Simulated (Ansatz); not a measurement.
# From HSE06 to G0W0: LiNbO3 (R3c)

Wanted: the gap of LiNbO3 (R3c) with a many-body correction, and the time that it takes.

Program: Ansatz 0.2.0. Level of theory: HSE06, then G0W0 on it, plane waves, PAW. Results are calculated unless marked as measured.

## 1. The starting structure

It takes space group R3c (No. 161, trigonal). Conventional cell: a = 5.152 Å, b = 5.152 Å, c = 13.869 Å, α = 90.00°, β = 90.00°, γ = 120.00°. Nearest to Li lie 6 O at 2.07 to 2.24 Å. Nb has 6 O at 1.88 to 2.13 Å nearest. Nearest to O lie 2 Nb at 1.88 to 2.13 Å and 2 Li at 2.07 to 2.24 Å. Farther neighbours and most contacts between anions are not listed.

As a file:

```cif
data_structure
_symmetry_space_group_name_H-M 'R3c:H'
_symmetry_Int_Tables_number 161
_cell_length_a 5.1516
_cell_length_b 5.1516
_cell_length_c 13.8690
_cell_angle_alpha 90.000
_cell_angle_beta 90.000
_cell_angle_gamma 120.000
_cell_volume 318.76
loop_
_atom_site_label
_atom_site_type_symbol
_atom_site_symmetry_multiplicity
_atom_site_Wyckoff_symbol
_atom_site_fract_x
_atom_site_fract_y
_atom_site_fract_z
_atom_site_occupancy
Li1 Li 6 a 0.66667 0.33333 0.05183 1
Nb1 Nb 6 a 0.66667 0.33333 0.33328 1
O1 O 18 b 0.01050 0.38222 0.26991 1
```

The cell and positions come from the Crystallography Open Database and are kept as given unless a step says otherwise.

The logs state that the PAW files were generated under PBE.

## 2. The starting point: HSE06

HSE06 mixes in a quarter of exact exchange at short range.

This step: DFT, HSE06, plane waves, PAW; PAW set soft_1.

input.yaml

```yaml
crystal:
  lattice:
    - [2.5758, 1.4871388234, 4.623]
    - [-2.5758, 1.4871388234, 4.623]
    - [0.0, -2.9742776468, 4.623]
  atoms:
    - { symbol: Li, position: [0.2815, 0.2815, 0.2815] }
    - { symbol: Li, position: [0.7815, 0.7815, 0.7815] }
    - { symbol: Nb, position: [5.5e-05, 5.5e-05, 5.5e-05] }
    - { symbol: Nb, position: [0.500055, 0.500055, 0.500055] }
    - { symbol: O, position: [0.11231, 0.35836, 0.71959] }
    - { symbol: O, position: [0.71959, 0.11231, 0.35836] }
    - { symbol: O, position: [0.35836, 0.71959, 0.11231] }
    - { symbol: O, position: [0.21959, 0.85836, 0.61231] }
    - { symbol: O, position: [0.85836, 0.61231, 0.21959] }
    - { symbol: O, position: [0.61231, 0.21959, 0.85836] }
kpoints:
  mp_grid: { grid: [4, 4, 4] }
  band_path:
    path:
      - [0.0, 0.0, 0.0]
      - [-0.5, -0.5, -0.5]
      - [-0.5, -0.23565315, -0.76434685]
      - [-0.23565315, 0.23565315, -0.5]
      - [0.0, 0.0, -0.5]
      - [0.0, 0.36782657, -0.36782657]
      - [-0.36782657, 0.0, -0.63217343]
      - [-0.5, 0.0, -0.5]
      - [-0.15, -0.15, -0.15]
      - [-0.381043913, 0.0, -0.618956087]
    npoints: 1
hamiltonian:
  xc: hse06
  pseudopotentials: { kind: paw, azcp: { folder: soft_1 } }
scf:
  occupations: { method: fixed }
  n_extra_bands: 7
output:
  eigenvalues: true
```

The run is started by

```console
$ ansatz run input.yaml --threads 4 --pin off --max-ram 138240MiB --backend cuda --events-out ev --progress --plain --runs-dir out --devices 1 --max-vram 26GiB
```

Numbers of over 12 decimals in the logs are rounded to 6 here.

Output:

```text
scf.n_extra_bands = 7 over 34 filled bands (N_el = 68.0): the run solves 41 bands
GPUs: using 1 of 1 available (devices: 1).
Engine: ansatz 0.2.0, x86_64-unknown-linux-gnu
Pseudopotentials: kind: paw
Pseudopotential: Li, paw, valence charge 3, recommended cutoff 420 eV (normal), soft_1/Li.paw.azcp
Pseudopotential: Nb, paw, valence charge 13, recommended cutoff 420 eV (normal), soft_1/Nb.paw.azcp
Pseudopotential: O, paw, valence charge 6, recommended cutoff 420 eV (normal), soft_1/O.paw.azcp
Functional definition: HSE06
  parameter a = 0.25
  parameter omega = 0.11/bohr
  exchange = pbe_x - a*pbe_x_sr(omega) + a*exact_x_sr(omega)
  correlation = pbe_c
davidson cushion auto → on  (no smearing: the cushion is to keep the highest requested band from converging to the state above it; pin scf.eigensolver.cushion to override)
device memory: the entry about to start is reckoned to put 3.0 GiB on a device that reports 55.4 GiB free (of which the cap on the GPU budget leaves the run 26.0 GiB)
GPU FFT provider: cuFFT
GPU libraries: cuBLAS 13.8.2, cuFFT 12.4.0, cuSOLVER 12.3.4
Crystal: 10 atoms, lattice volume = 106.252 Å³
Basis set: ecut = 420 eV, 2091 PW (Γ)
Bands: 41, of which v1, the nominal top of the filled ones, is band 34 counted from 1 (33 counted from 0)
Symmetry: 6 space group operations
Space group: R3c (ITA 161), of the structure as read, at distance tolerance 4.7e-5 Å
k-points: 13 of 64 (time reversal used)
Non-local potential: Li, projectors of the file, l = 0: 3, l = 1: 2, l = 2: 1
Non-local potential: Nb, projectors of the file, l = 0: 3, l = 1: 2, l = 2: 2, l = 3: 1
Non-local potential: O, projectors of the file, l = 0: 2, l = 1: 2, l = 2: 1
PAW form: soft (Blöchl's): semilocal exchange-correlation on the pseudo side does not see the compensation charge
PAW frozen core: Nb, regenerated for the run's functional, and the local potential with it (the file was generated under x = pbe(κ = 0.804, μ = 0.219515), c = pbe(β = 0.066725))
PAW frozen core: O, regenerated for the run's functional, and the local potential with it (the file was generated under x = pbe(κ = 0.804, μ = 0.219515), c = pbe(β = 0.066725))
PAW one-centre angular grid: Li, 110 points (default); XC on 160 Gauss nodes
PAW one-centre angular grid: Nb, 590 points (default); XC on 64 Gauss nodes
PAW one-centre angular grid: O, 110 points (default); XC on 96 Gauss nodes
Initial density: superposition of atomic densities (chi_scale 0.1, normalization cell, long waves kept (reshape's long-wave potential 0.00 eV rms))
Initial wavefunctions: pseudopotential atomic-orbital guess
GPU buffer pool allocated for 64000 grid points (all kernels)
GPU transforms: local potential and band sums: pruned to the plane-wave sphere, on 40×40×40
Functional: x = pbe(κ = 0.804, μ = 0.219515), c = pbe(β = 0.066725), warm-up for x = pbe(κ = 0.804, μ = 0.219515) + 0.25 (exact − pbe) at short range (hse, ω = 0.207870 Å⁻¹), c = pbe(β = 0.066725); HSE06 as pw.x's `hse` composes it (authors' and Libxc's form: `xc: wpbeh`)
SCF iter   1: F=—  HF=-12931.165266 eV  |F-HF|=—  |Δ(HF+E_count)|=         —  Δρ=9.52e-2  dr2=1.01e1  ethr=1.00e-1  ⟨swp⟩=3.8  Hψ=1643  notcnv=0
preconditioner: auto → none  [insulator: Δε(μ)=5.012 eV  Ē_g=11.681 eV  n_scr=26 (ndim 8)  ℏωp=25.0 eV  f_vac=0.000]
SCF iter   2: F=—  HF=-12931.487803 eV  |F-HF|=—  |Δ(HF+E_count)|=   3.23e-1  Δρ=1.07e-1  dr2=1.11e1  ethr=1.48e-2  ⟨swp⟩=3.9  Hψ=1561  notcnv=0  defer=1
iter 3 solved again at ethr=7.26e-4 eV; its pass at ethr=1.48e-2 eV (dr2=4.94e-1 eV) is discarded
SCF iter   3: F=—  HF=-12929.509136 eV  |F-HF|=—  |Δ(HF+E_count)|=    1.98e0  Δρ=2.73e-2  dr2=5.44e-1  ethr=7.26e-4  ⟨swp⟩=3.0  Hψ=2612  notcnv=0
SCF iter   4: F=—  HF=-12929.540916 eV  |F-HF|=—  |Δ(HF+E_count)|=   3.18e-2  Δρ=4.72e-3  dr2=2.66e-2  ethr=7.26e-4  ⟨swp⟩=3.0  Hψ=1263  notcnv=0
SCF iter   5: F=—  HF=-12929.541603 eV  |F-HF|=—  |Δ(HF+E_count)|=   6.87e-4  Δρ=1.97e-3  dr2=5.10e-3  ethr=3.92e-5  ⟨swp⟩=3.0  Hψ=1278  notcnv=0
SCF iter   6: F=-12929.540813 eV  HF=-12929.541174 eV  |F-HF|=3.61e-4  |Δ(HF+E_count)|=   4.29e-4  Δρ=5.40e-4  dr2=4.55e-4  ethr=7.50e-6  ⟨swp⟩=3.0  Hψ=1360  notcnv=0
SCF 1 stopped early in 6 iterations: F = -12929.540813 eV  dr2 = 4.55e-4
  greatest PAW one-centre occupation: 1.000 electrons in one spin orbital (limit 2), on the Li atom at site 1 (counted from 0), in its partial waves of l = 0
device memory: the entry about to start is reckoned to put 3.6 GiB on a device that reports 55.4 GiB free (of which the cap on the GPU budget leaves the run 26.0 GiB)
GPU FFT provider: cuFFT
GPU libraries: cuBLAS 13.8.2, cuFFT 12.4.0, cuSOLVER 12.3.4
Initial density: handed on by an earlier stage of this run
Initial wavefunctions: those handed on with the density
GPU buffer pool allocated for 64000 grid points (all kernels)
GPU transforms: local potential and band sums: pruned to the plane-wave sphere, on 40×40×40
Functional: x = pbe(κ = 0.804, μ = 0.219515) + 0.25 (exact − pbe) at short range (hse, ω = 0.207870 Å⁻¹), c = pbe(β = 0.066725); HSE06 as pw.x's `hse` composes it (authors' and Libxc's form: `xc: wpbeh`)
Exchange kernel: α = 0.2500, screened, ω = 0.2079 Å⁻¹, Wigner–Seitz truncation, v(0) = 1045.3872 eV·Å³, q-mesh 4×4×4, nearest image of the exchange supercell L = 20.61 Å, pair-density grid 24×24×24, without the augmentation charges, whose exchange is taken in its separable form by FFT convolution over the k-point mesh (sized by the pseudopotential files, 30×32×32 at the most), smooth part of the exact exchange by density-matrix convolution in up to 2.83 GiB of GPU memory as planned if the GPU has room (build and FFT work areas not counted)
Frozen-core exchange: fock
SCF iter   1: F=—  HF=-12932.818060 eV  |F-HF|=—  |Δ(HF+E_count)|=         —  Δρ=1.85e-2  dr2=6.39e-1  ethr=6.69e-6  ⟨swp⟩=6.2  Hψ=2550  notcnv=0
preconditioner: auto → none  [insulator: Δε(μ)=5.535 eV  Ē_g=13.076 eV  n_scr=26 (ndim 8)  ℏωp=25.0 eV  f_vac=0.020]
SCF iter   2: F=—  HF=-12932.643689 eV  |F-HF|=—  |Δ(HF+E_count)|=   1.74e-1  Δρ=4.11e-3  dr2=2.92e-2  ethr=6.69e-6  ⟨swp⟩=5.0  Hψ=2212  notcnv=0
SCF iter   3: F=—  HF=-12932.674262 eV  |F-HF|=—  |Δ(HF+E_count)|=   3.06e-2  Δρ=2.32e-3  dr2=8.55e-3  ethr=6.69e-6  ⟨swp⟩=4.0  Hψ=1724  notcnv=0
SCF iter   4: F=—  HF=-12932.672037 eV  |F-HF|=—  |Δ(HF+E_count)|=   2.22e-3  Δρ=3.42e-4  dr2=1.13e-4  ethr=6.69e-6  ⟨swp⟩=3.0  Hψ=1317  notcnv=0
SCF iter   5: F=—  HF=-12932.672809 eV  |F-HF|=—  |Δ(HF+E_count)|=   7.72e-4  Δρ=5.65e-4  dr2=3.40e-4  ethr=7.86e-8  ⟨swp⟩=4.3  Hψ=2134  notcnv=0
SCF iter   6: F=-12932.672706 eV  HF=-12932.672726 eV  |F-HF|=1.95e-5  |Δ(HF+E_count)|=   8.33e-5  Δρ=1.22e-4  dr2=2.27e-5  ethr=7.86e-8  ⟨swp⟩=3.8  Hψ=1696  notcnv=0
SCF 2 stopped early in 6 iterations: F = -12932.672706 eV  dr2 = 2.27e-5
  greatest PAW one-centre occupation: 1.000 electrons in one spin orbital (limit 2), on the Nb atom at site 3 (counted from 0), in its partial waves of l = 0
hybrid outer 1: dexx = +4.023e-2 eV, tail = 1.02e-4 eV
GPU FFT provider: cuFFT
GPU libraries: cuBLAS 13.8.2, cuFFT 12.4.0, cuSOLVER 12.3.4
GPU buffer pool allocated for 64000 grid points (all kernels)
GPU transforms: local potential and band sums: pruned to the plane-wave sphere, on 40×40×40
Exchange kernel: α = 0.2500, screened, ω = 0.2079 Å⁻¹, Wigner–Seitz truncation, v(0) = 1045.3872 eV·Å³, q-mesh 4×4×4, nearest image of the exchange supercell L = 20.61 Å, pair-density grid 24×24×24, without the augmentation charges, whose exchange is taken in its separable form by FFT convolution over the k-point mesh (sized by the pseudopotential files, 30×32×32 at the most), smooth part of the exact exchange by density-matrix convolution in up to 2.83 GiB of GPU memory as planned if the GPU has room (build and FFT work areas not counted)
Frozen-core exchange: fock
SCF iter   1: F=—  HF=-12932.672285 eV  |F-HF|=—  |Δ(HF+E_count)|=         —  Δρ=8.61e-5  dr2=5.85e-6  ethr=7.50e-7  ⟨swp⟩=2.2  Hψ=1188  notcnv=0
preconditioner: auto → none  [insulator: Δε(μ)=5.066 eV  Ē_g=12.692 eV  n_scr=26 (ndim 8)  ℏωp=25.0 eV  f_vac=0.022]
iter 2 solved again at ethr=7.17e-10 eV; its pass at ethr=7.87e-9 eV (dr2=4.87e-7 eV) is discarded
SCF iter   2: F=—  HF=-12932.672285 eV  |F-HF|=—  |Δ(HF+E_count)|=   4.69e-7  Δρ=2.27e-5  dr2=6.10e-7  ethr=7.17e-10  ⟨swp⟩=2.0  Hψ=2889  notcnv=0
SCF iter   3: F=—  HF=-12932.672287 eV  |F-HF|=—  |Δ(HF+E_count)|=   1.84e-6  Δρ=3.28e-5  dr2=1.56e-6  ethr=7.13e-10  ⟨swp⟩=4.6  Hψ=1787  notcnv=0
SCF iter   4: F=-12932.672287 eV  HF=-12932.672287 eV  |F-HF|=3.02e-8  |Δ(HF+E_count)|=   4.17e-7  Δρ=4.60e-6  dr2=4.15e-8  ethr=7.13e-10  ⟨swp⟩=3.2  Hψ=1463  notcnv=0
SCF 3 converged in 4 iterations: F = -12932.672287 eV  dr2 = 4.15e-8
hybrid outer 2: dexx = +1.613e-6 eV, tail = 9.91e-8 eV, Δε = 4.55e-3 eV (about 1.68e-4 eV left of the loop's levels)
device memory: the entry about to start is reckoned to put 0.9 GiB on a device that reports 56.2 GiB free (of which the cap on the GPU budget leaves the run 26.0 GiB)
NSCF: frozen V_eff on 10 k-points
hybrid SCF converged: 2 outer / 10 inner (+6 warm-up), last move |dexx| = 1.61e-6 eV, tail = 9.91e-8 eV
Stability not checked: this state was not tested for a lower state beside it, because the functional holds exact exchange (a hybrid, or Hartree-Fock), whose exchange loop this test does not read (fock_operator; see scf.lower_state_search)
Free energy (F): -12932.672287 eV
Frozen-core exchange: fock
Harris-Foulkes:  -12932.672287 eV  (|F-HF|=3.02e-8)
Internal energy: -12932.672287 eV  (E = F + TS)
E sigma→0 (E₀):  -12932.672287 eV
Fermi energy:    6.124779 eV
--- Per-component energies (eV) ---
  E_band       = -670.844120
  E_kinetic    = 1798.021573
  E_local      = -4184.651063  (includes V_loc(G=0)·N_el)
  E_nonlocal   = 440.290734
  E_hartree    = 1458.080947
  E_xc         = -628.032870
  E_vxc        = -777.347772  (∫ρ·V_xc dr)
  E_exx        = -212.158377  (= α·E_x^exact, valence–valence)
  E_paw        = -7129.318997  (= ΣΔE_a)
  E_vpaw       = -439.011725  (= ΣTr[D̂ρ^β])
  E_aug_tail   = 0.005207  (compensation charges beyond the density's cutoff)
  E_ewald      = -4473.914330
  E_core_change = -0.995110  (= ΣΔE_core)
  E_smearing   = -0.000000  (= −TS)
  E_closure    = -0.000000  (closes the sum)
  Σ components = -12932.672287   (vs F -12932.672287, Δ=0.00e0)
--- Band table (eV; the first three rows and the last of 13) ---
  k-point 0: bands = [... 30 lower, 5.3912, 5.5835, 6.1248, 6.1248, 11.1919, 11.1919, 11.6948, 12.9175, ... 3 higher]
  k-point 1: bands = [... 30 lower, 5.6132, 5.6846, 5.9099, 6.0373, 11.2461, 11.3701, 11.8487, 12.6389, ... 3 higher]
  k-point 2: bands = [... 30 lower, 5.8053, 5.8053, 5.8794, 5.8794, 11.5281, 11.5281, 12.4272, 12.4272, ... 3 higher]
  k-point 12: bands = [... 30 lower, 5.7785, 5.7785, 5.7785, 5.7785, 12.3614, 12.3614, 12.5671, 12.5671, ... 3 higher]
```

Run time: 23 s. Hardware: 1 × NVIDIA H100 80GB HBM3 (shared by 3 runs) with 4 threads of AMD EPYC 7R13 (Zen 3), shared host; peak memory 1.4 GiB; 55 s of CPU time.

In the SCF lines HF is the Harris–Foulkes energy and dr2 the Hartree energy of the density residual, in eV; the loop may stop once dr2 is under the threshold and the program's other checks hold. Hψ counts applications of the Hamiltonian.

This step gave:

- gap: 5.033 eV
- valence top at: k = (-0.150, -0.150, -0.150)
- conduction bottom at: k = (-0.381, 0.000, -0.619)
- least direct gap: 5.067 eV
- exact-exchange fraction: 0.25

Over mesh and listed points the gap is 5.033 eV, from k = (-0.150, -0.150, -0.150) to k = (-0.381, 0.000, -0.619). The least direct gap found is 5.067 eV, at k = Γ. On the 4×4×4 mesh alone the same run gives 5.067 eV, so that mesh misses an edge of HSE06: 5.067 − 5.033 = +0.034 eV.

(Continued in part 2 of 3.)

[Paths, hosts, dates, memory and timing lines, banners, echoed tables and standing remarks are left out of the program output.]

[Logs are printed without paths, hosts, clocks, repeated set-up lines and the standing remarks that a program may print on its own settings, such as how far it seeks lower states.]

[Runs of the session that timed out or met a known fault of the program may be left out.]

[Cells called generated may have been cut or substituted from an entry of the Crystallography Open Database or the Materials Project.]

[Hosts, paths, dates, database ids (printed as entryN), source tags and the programs' standing remarks are cut or masked in the printed files.]

[Where an RPA ε∞ is given, it is that of the G0W0 mesh and is not shown converged in it. Names of k-points follow the symmetry that the program found, which can be lower than the space group named. Band edges on a path are those of the sampled points; other points can move an edge, and change direct to indirect where valleys lie close.]

[Hybrid gaps are those of their k-mesh and are not shown converged in it.]
